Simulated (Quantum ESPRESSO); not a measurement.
**BP (F-43m): phonon frequency against volume, with a fit**

Aim: the Grüneisen parameter and the pressure coefficient of an optical mode of BP (F-43m).

Program: Quantum ESPRESSO 7.5. Level of theory: DFT PBE, scalar-relativistic, plane waves, PseudoDojo norm-conserving pseudopotentials. Results are calculated unless marked as measured.

## Step 1: The relaxed structure

The structure is cubic, space group F-43m (No. 216). Conventional cell: a = 4.547 Å, b = 4.547 Å, c = 4.547 Å, α = 90.00°, β = 90.00°, γ = 90.00°. Nearest to B lie 4 P at 1.97 Å. Nearest to P lie 4 B at 1.97 Å. Farther neighbours are not listed.

Coordinates:

```cif
data_structure
_symmetry_space_group_name_H-M 'F-43m'
_symmetry_Int_Tables_number 216
_cell_length_a 4.5473
_cell_length_b 4.5473
_cell_length_c 4.5473
_cell_angle_alpha 90.000
_cell_angle_beta 90.000
_cell_angle_gamma 90.000
_cell_volume 94.03
loop_
_atom_site_label
_atom_site_type_symbol
_atom_site_symmetry_multiplicity
_atom_site_Wyckoff_symbol
_atom_site_fract_x
_atom_site_fract_y
_atom_site_fract_z
_atom_site_occupancy
B1 B 4 a 0.00000 0.00000 0.00000 1
P1 P 4 d 0.25000 0.25000 0.75000 1
```

This is the cell after its relaxation at this level of theory, not the database cell from which that began.

## Step 2: Runs at several volumes

The relaxed cell is scaled uniformly; in this structure symmetry fixes all atoms, so nothing has to be relaxed anew. Each volume gets a ground state and a response at Γ. The mode followed is the highest one without the macroscopic field, of symmetry T2; longitudinal polar modes lie higher. Cutoff 84 Ry, k mesh 12×12×12.

From the response at V/V₀ = 0.94:

Output:

```text
[banners, grids, parts of the stress and lines that vanish by symmetry left out]
Program PHONON v.7.5
     Reading xml data from directory:

[...]
Exchange-correlation= PBE
                           (   1   4   3   4   0   0   0)
[...]
kinetic-energy cut-off    =      84.0000  Ry
     charge density cut-off    =     336.0000  Ry
     convergence threshold     =      1.0E-18
[...]
Exchange-correlation= PBE
                           (   1   4   3   4   0   0   0)
[...]
q = (   0.0000000   0.0000000   0.0000000 )
     25 Sym.Ops. (with q -> -q+G )
     G cutoff =  603.0653  (  15593 G-vectors)     FFT grid: ( 36, 36, 36)
     number of k points=    72
[...]
Mode symmetry, T_d (-43m)  point group:
[...]
Dielectric constant
[...]
End of electric fields calculation
          Dielectric constant in cartesian axis
          (       9.122376357       0.000000000      -0.000000000 )
          (       0.000000000       9.122376357       0.000000000 )
          (       0.000000000       0.000000000       9.122376357 )
          Effective charges (d Force / dE) in cartesian axis without acoustic sum rule applied (asr)
           atom    1  B     Mean Z*:       -0.70454
      Ex  (       -0.70454        0.00000        0.00000 )
      Ey  (        0.00000       -0.70454        0.00000 )
      Ez  (       -0.00000        0.00000       -0.70454 )
           atom    2  P     Mean Z*:        0.70094
      Ex  (        0.70094        0.00000        0.00000 )
      Ey  (        0.00000        0.70094        0.00000 )
      Ez  (        0.00000        0.00000        0.70094 )
          Effective charges Sum: Mean:       -0.00360
[...]
Effective charges (d Force / dE) in cartesian axis with asr applied:
           atom    1  B     Mean Z*:       -0.70274
[...]
atom    2  P     Mean Z*:        0.70274
[...]
Representation #   1 modes #   1   2   3
[...]
End of self-consistent calculation
     Convergence has been achieved
     Representation #   2 modes #   4   5   6
[...]
End of self-consistent calculation
     Convergence has been achieved
[...]
Dielectric constant in cartesian axis
          (       9.122376357       0.000000000      -0.000000000 )
          (       0.000000000       9.122376357       0.000000000 )
          (       0.000000000       0.000000000       9.122376357 )
          Effective charges (d Force / dE) in cartesian axis without acoustic sum rule applied (asr)
           atom    1  B     Mean Z*:       -0.70454
      Ex  (       -0.70454        0.00000        0.00000 )
      Ey  (        0.00000       -0.70454        0.00000 )
      Ez  (       -0.00000        0.00000       -0.70454 )
           atom    2  P     Mean Z*:        0.70094
      Ex  (        0.70094        0.00000        0.00000 )
      Ey  (        0.00000        0.70094        0.00000 )
      Ez  (        0.00000        0.00000        0.70094 )
          Effective charges Sum: Mean:       -0.00360
[...]
Effective charges (d Force / dE) in cartesian axis with asr applied:
           atom    1  B     Mean Z*:       -0.70274
[...]
atom    2  P     Mean Z*:        0.70274
[...]
q = (    0.000000000   0.000000000   0.000000000 )
[...]
freq (    1) =      -0.019093 [THz] =      -0.636871 [cm-1]
     freq (    2) =      -0.019093 [THz] =      -0.636871 [cm-1]
     freq (    3) =      -0.019093 [THz] =      -0.636871 [cm-1]
     freq (    4) =      25.500481 [THz] =     850.604486 [cm-1]
     freq (    5) =      25.500481 [THz] =     850.604486 [cm-1]
     freq (    6) =      25.500481 [THz] =     850.604486 [cm-1]
[...]
Mode symmetry, T_d (-43m)  point group:
     freq (   1-   3) =         -0.6  [cm-1]   --> T_2  G_15 P_4   I+R
     freq (   4-   6) =        850.6  [cm-1]   --> T_2  G_15 P_4   I+R

   JOB DONE.
```

One volume, V/V₀ = 1.03, is held back as a test.

```tsv
V/V₀	volume (Å³/atom)	pressure (GPa)	ω (cm⁻¹)
0.94	11.048	11.22	850.60
0.97	11.401	5.21	824.60
1	11.753	0.00	799.95
1.03	12.106	-4.50	held back
1.06	12.459	-8.40	754.28
```

## Step 3: The fit

The mode Grüneisen parameter is γ = −d ln ω / d ln V.

```tsv
ln(V/V₀)	ln ω
-0.0619	6.7459
-0.0305	6.7149
0.0000	6.6845
0.0583	6.6258
```

A straight line through these points has the slope -1.001, so γ = 1.00; at V/V₀ = 1.03 it predicts ω = exp(6.6843 − 0.0296) = 776.41 cm⁻¹.

A parabola of pressure against ln V through V/V₀ = 0.97, 1 and 1.03 gives the bulk modulus B = −dP/d ln V = 162 GPa at V₀. With ω₀ from the fitted line the pressure coefficient follows as dω/dP = γ ω₀ / B = 1.00 × 799.7 / 162 = 4.96 cm⁻¹/GPa.

## Step 4: The run that was held back

Output:

```text
[banners, grids, parts of the stress and lines that vanish by symmetry left out]
[banner, memory and clock lines left out]
Program PHONON v.7.5

[...]
Exchange-correlation= PBE
                           (   1   4   3   4   0   0   0)
[...]
kinetic-energy cut-off    =      84.0000  Ry
     charge density cut-off    =     336.0000  Ry
     convergence threshold     =      1.0E-18
[...]
Exchange-correlation= PBE
                           (   1   4   3   4   0   0   0)
[...]
q = (   0.0000000   0.0000000   0.0000000 )
     25 Sym.Ops. (with q -> -q+G )
     G cutoff =  640.9694  (  16889 G-vectors)     FFT grid: ( 36, 36, 36)
     number of k points=    72
[...]
Mode symmetry, T_d (-43m)  point group:
[...]
Dielectric constant
[...]
End of electric fields calculation
          Dielectric constant in cartesian axis
          (       9.165587829       0.000000000       0.000000000 )
          (       0.000000000       9.165587829      -0.000000000 )
          (       0.000000000      -0.000000000       9.165587829 )
          Effective charges (d Force / dE) in cartesian axis without acoustic sum rule applied (asr)
           atom    1  B     Mean Z*:       -0.40716
      Ex  (       -0.40716        0.00000       -0.00000 )
      Ey  (        0.00000       -0.40716       -0.00000 )
      Ez  (       -0.00000        0.00000       -0.40716 )
           atom    2  P     Mean Z*:        0.40379
      Ex  (        0.40379        0.00000       -0.00000 )
      Ey  (        0.00000        0.40379       -0.00000 )
      Ez  (       -0.00000        0.00000        0.40379 )
[...]
Representation #   1 modes #   1   2   3
[...]
End of self-consistent calculation
     Convergence has been achieved
     Representation #   2 modes #   4   5   6
[...]
End of self-consistent calculation
     Convergence has been achieved
[...]
Dielectric constant in cartesian axis
          (       9.165587829       0.000000000       0.000000000 )
          (       0.000000000       9.165587829      -0.000000000 )
          (       0.000000000      -0.000000000       9.165587829 )
          Effective charges (d Force / dE) in cartesian axis without acoustic sum rule applied (asr)
           atom    1  B     Mean Z*:       -0.40716
      Ex  (       -0.40716        0.00000       -0.00000 )
      Ey  (        0.00000       -0.40716       -0.00000 )
      Ez  (       -0.00000        0.00000       -0.40716 )
           atom    2  P     Mean Z*:        0.40379
      Ex  (        0.40379        0.00000       -0.00000 )
      Ey  (        0.00000        0.40379       -0.00000 )
      Ez  (       -0.00000        0.00000        0.40379 )
          Effective charges Sum: Mean:       -0.00337
[...]
Effective charges (d Force / dE) in cartesian axis with asr applied:
           atom    1  B     Mean Z*:       -0.40547
[...]
atom    2  P     Mean Z*:        0.40547
[...]
q = (    0.000000000   0.000000000   0.000000000 )
[...]
freq (    1) =      -0.028288 [THz] =      -0.943575 [cm-1]
     freq (    2) =      -0.028288 [THz] =      -0.943575 [cm-1]
     freq (    3) =      -0.028288 [THz] =      -0.943575 [cm-1]
     freq (    4) =      23.280101 [THz] =     776.540575 [cm-1]
     freq (    5) =      23.280101 [THz] =     776.540575 [cm-1]
     freq (    6) =      23.280101 [THz] =     776.540575 [cm-1]
[...]
Mode symmetry, T_d (-43m)  point group:
     freq (   1-   3) =         -0.9  [cm-1]   --> T_2  G_15 P_4   I+R
     freq (   4-   6) =        776.5  [cm-1]   --> T_2  G_15 P_4   I+R
```

It gives 776.54 cm⁻¹ against the predicted 776.41 cm⁻¹, a miss of 0.1 cm⁻¹.

## Step 5: What came out

| Quantity | Value |
| --- | --- |
| mode Grüneisen parameter | 1.001 |
| bulk modulus | 162 GPa |
| pressure coefficient | 4.96 cm⁻¹/GPa |

What this shows: The highest optical mode of BP (F-43m) without the LO-TO term stiffens by 4.96 cm⁻¹ a GPa near the relaxed volume, with γ = 1.00. The power law meets all 5 runs within 0.03 %; between neighbouring volumes γ runs from 0.99 to 1.01. Such a coefficient turns a measured shift of this mode into a hydrostatic stress; uniaxial or biaxial stress splits the mode and needs deformation potentials. These are harmonic values at zero temperature for the structure held cubic, which a run at Γ can't show to be stable; the bulk modulus rests on three points.

[Host names and launcher messages were left out of these logs when they were recorded.]

[Logs are printed without paths, hosts, clocks, repeated set-up lines and the standing remarks that a program may print on its own settings, such as how far it seeks lower states.]

[Hosts, paths, dates, database ids (printed as entryN), source tags and the programs' standing remarks are cut or masked in the printed files.]
